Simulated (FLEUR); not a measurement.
# Collinear magnetic orders of Cobalt with FLEUR, part 3 of 3

A self-consistent run ends on one state, which hangs on the start. Several orders of Cobalt are started in FLEUR and their energies compared.

FLEUR MaX-R8.1; PBE; all-electron FLAPW, Dirac cores, scalar-relativistic bands.

So far, largest spin moment in the muffin-tin sphere (μB): step 2 (order 1, typed as ferro ++) 1.68; step 3 (order 2, typed as antiferro q=(0,0,1/2) +-+-) 1.49; step 6 (run 5 (antiferro +-)) 0.941; step 7 (run 6 (antiferro q=(0,1/2,0) +-+-)) 1.16.

**9. Spin–orbit coupling, moments along [001]**

Level of this step: PBE; all-electron FLAPW, Dirac cores, scalar-relativistic bands with spin-orbit coupling (FLEUR).

Spin–orbit coupling ties the spins to the lattice and lets orbital moments form.

A new self-consistent run of the start ferro ++, with the moments along z. The k list default-1 (kpts.xml, not shown) is a Γ-centred 18×18×10 mesh.

The input, inp.xml:

```
<?xml version="1.0" encoding="UTF-8" standalone="no"?>
<fleurInput fleurInputVersion="0.39">
   <comment>
      Co
   </comment>
   <calculationSetup>
      <cutoffs Kmax="3.6" Gmax="10.8" GmaxXC="10.8" numbands="74"/>
      <scfLoop itmax="90" minDistance="0.00002" maxIterBroyd="15" imix="Anderson" alpha="0.05" precondParam="0.0" spinf="2.0" sdNocoIR="T"/>
      <coreElectrons ctail="T" frcor="F" kcrel="0" coretail_lmax="0"/>
      <xcFunctional name="pbe" relativisticCorrections="F"/>
      <magnetism jspins="2"/>
      <soc l_soc="T" theta="0.0" phi="0.0" spav="F"/>
      <expertModes spex="0" secvar="F"/>
      <geometryOptimization l_f="F" forcealpha="1.0" forcemix="BFGS" epsdisp="0.00001" epsforce="0.00001"/>
      <ldaU l_linMix="F" mixParam="0.05" spinf="1.0"/>
   </calculationSetup>
   <cell>
      <bzIntegration valenceElectrons="34.0" mode="hist" fermiSmearingEnergy="0.00367493">
         <kPointListSelection listName="default-1"/>
         <xi:include xmlns:xi="http://www.w3.org/2001/XInclude" href="kpts.xml"> </xi:include>
      </bzIntegration>
      <xi:include xmlns:xi="http://www.w3.org/2001/XInclude" href="sym.xml"> </xi:include>
      <bulkLattice scale="1.0">
         <bravaisMatrix>
            <row-1>    4.7382992847653478     0.0000000000188973     0.0000000000000000</row-1>
            <row-2>   -2.3691496423921228     4.1034875513345304     0.0000000000000000</row-2>
            <row-3>    0.0000000000000000     0.0000000000000000     7.6909963545095392</row-3>
         </bravaisMatrix>
      </bulkLattice>
   </cell>
   <atomSpecies>
      <species name="Cobalt (Co2.000" element="Co" atomicNumber="27">
         <mtSphere radius="2.3" gridPoints="761" logIncrement="0.016"/>
         <atomicCutoffs lmax="8" lnonsphr="6"/>
         <electronConfig flipSpins="F">
            <coreConfig>(1s1/2) (2s1/2) (2p1/2) (2p3/2)</coreConfig>
            <valenceConfig>(3s1/2) (3p1/2) (3p3/2) (4s1/2) (3d3/2) (3d5/2)</valenceConfig>
            <stateOccupation state="(3d3/2)" spinUp="1.5" spinDown="1.3"/>
            <stateOccupation state="(3d5/2)" spinUp="3.0" spinDown="1.2"/>
         </electronConfig>
         <energyParameters s="4" p="4" d="3" f="4"/>
         <lo type="SCLO" l="0" n="3" eDeriv="0"/>
         <lo type="SCLO" l="1" n="3" eDeriv="0"/>
      </species>
   </atomSpecies>
   <atomGroups>
      <atomGroup species="Cobalt (Co2.000">
         <relPos label="                   1">1.000/3.000 -1.000/3.000 1.000/4.000</relPos>
         <relPos label="                   2">-1.000/3.000 1.000/3.000 -1.000/4.000</relPos>
         <force calculate="T" relaxXYZ="TTT"/>
      </atomGroup>
   </atomGroups>
   <output dos="F" band="F" slice="F">
      <bandDOS minEnergy="-.5*Htr" maxEnergy="0.5*Htr" sigma="0.015" storeEVData="T"/>
      <plotting iplot="0" polar="F">
         <plot TwoD="T" vec1="  1.0  0.0  0.0" vec2="  0.0  1.0  0.0" vec3="  0.0  0.0  1.0" zero="  0.0  0.0  0.0" file="plot"/>
      </plotting>
      <moessbauerParams electricFieldGradient="F" isomerShift="F" coreHyperfine="F" valenceHyperfine="F"/>
   </output>
</fleurInput>
```

The input, crystal.txt:

```
Co
&input film=F cartesian=F /
2.50739999997  0.00000000001  0.00000000000
-1.25369999999  2.17147209742  0.00000000000
0.00000000000  0.00000000000  4.06990000000
1.8897261246
1.0 1.0 1.0

2
27 0.33333333333  0.66666666667  0.25000000000 : 2.000
27 0.66666666667  0.33333333333  0.75000000000 : 2.000

&soc 0.0000000 0.0000000 /
&kpt div1=18 div2=18 div3=10 gamma=T /
```

The run is started by

```bash
> OMP_NUM_THREADS=1 inpgen -f crystal.txt > inpgen.log  # inp.xml is then edited as shown
> OMP_NUM_THREADS=1 mpirun -n 4 fleur_MPI > fleur.log
```

The log of the run:

```text
[banner, memory and clock lines left out]
Welcome to FLEUR        (www.flapw.de)
      MaX-Release 8.1          (www.max-centre.eu)

 ========== k-point set info ==========
 Selected k-point list: default-1
 k-point list type: mesh
 18 x 18 x 10
 Number of k points: 336

 [... set-up left out ...]
 Iteration:     1   Distance:       8.40743710 me/bohr^3
 Iteration:     2   Distance:       6.93357292 me/bohr^3
 Iteration:     3   Distance:       3.94301397 me/bohr^3
 Iteration:     4   Distance:       0.74311482 me/bohr^3
 Iteration:     5   Distance:       0.40789136 me/bohr^3
 Iteration:     6   Distance:       0.17755059 me/bohr^3
 Iteration:     7   Distance:       0.17614354 me/bohr^3
 Iteration:     8   Distance:       0.10227956 me/bohr^3
 Iteration:     9   Distance:       0.09104299 me/bohr^3
 Iteration:    10   Distance:       0.04289091 me/bohr^3
 Iteration:    11   Distance:       0.00698197 me/bohr^3
 Iteration:    12   Distance:       0.00582990 me/bohr^3
 Iteration:    13   Distance:       0.00020898 me/bohr^3
 Iteration:    14   Distance:       0.00072435 me/bohr^3
 Iteration:    15   Distance:       0.00004962 me/bohr^3
 Iteration:    16   Distance:       0.00004783 me/bohr^3
 Iteration:    17   Distance:       0.00002502 me/bohr^3
 Iteration:    18   Distance:       0.00000369 me/bohr^3

 ********************************************************************
 Run finished successfully
 Stop message:
   all done
 ********************************************************************

--- out.xml (last complete iteration) ---
<iteration numberForCurrentRun="   18" overallNumber="   18">
         [... left out ...]
         <bandgap value="0.0000000000" units="eV"/>
         <sumValenceSingleParticleEnergies value="-29.4863308764" units="Htr"/>
         <FermiEnergy value="0.3466642168" units="Htr"/>
         [... left out ...]
         <magneticMomentsInMTSpheres units="muBohr">
            <globalMagMoment atomType="1" vec="0.00000   0.00000   1.67384"/>
         </magneticMomentsInMTSpheres>
         <orbitalMomentsInMTSpheres units="muBohr">
            <globalMagMoment atomType="1" vec="0.00000   0.00000   0.07884"/>
         </orbitalMomentsInMTSpheres>
         [... left out ...]
         <totalEnergy value="    -2786.9525189285" units="Htr">
            <sumOfEigenvalues value="    -1604.7057229348">
               <coreElectrons value="-1575.2193920584"/>
               <valenceElectrons value="-29.4863308764"/>
            </sumOfEigenvalues>
         [... left out ...]
            <freeEnergy value="-2786.9548000197"/>
            <extrapolationTo0K value="-2786.9536594741"/>
         </totalEnergy>
         <densityConvergence units="me/bohr^3">
            <chargeDensity spin="1" distance="0.0000020379"/>
            <chargeDensity spin="2" distance="0.0000026956"/>
            <overallChargeDensity distance="0.0000036928"/>
            <spinDensity distance="0.0000030334"/>
         </densityConvergence>
      </iteration>
```

Run time: 2 min. Hardware: 4 MPI ranks of Arm Neoverse V1, shared host; peak memory 0.43 GiB.

Read from the output:

```yaml
free_energy: -75836.9035 eV
program_s_band_gap_on_this_mesh_in_a_metal_only_a_level_spacing: 0 eV
magnetization: 3.221 μB
final_state: ferromagnetic
largest_moment: 1.674 μB
orbital_moment_along_the_spin: 0.07884 μB
```

Orbital moment in the sphere, along the spin axis by atom:

```csv
atom,"orbital moment in the sphere, along the spin axis (μB)"
Co1,0.0788
Co2,0.0788
```

**10. What came out**

- lowest state found: ferromagnetic (typed ferro ++)
- largest site spin moment: 1.68 μB
- next finished state: antiferromagnetic, 118 meV a seeded atom higher
- orbital moment on the atom of largest spin, along its spin (spin–orbit run): 0.0788 μB

**Reading.** The lowest state found is ferromagnetic, reached from the start ferro ++, with moments up to 1.68 μB. The next finished state costs 118 meV a seeded atom. 2 starts gave no converged result and are missing from the ranking; where cut off, the energy had nearly settled 212 meV a seeded atom or more over the lowest. The orbital moment is parallel to the spin, as Hund's third rule has it for a shell over half filled. Only 6 starts were tried; other patterns of signs, canted and longer-period orders were not.

[Logs and program files are shortened in this print: banners, set-up blocks, solver, clock and traceback lines can be left out without a mark of their own.]

[Logs are printed without paths, hosts, clocks, repeated set-up lines and the standing remarks that a program may print on its own settings, such as how far it seeks lower states.]

[Hosts, paths, dates, database ids (printed as entryN), source tags and the programs' standing remarks are cut or masked in the printed files.]

[Where a cell is said to come from a database of computed structures, the database is the Materials Project.]
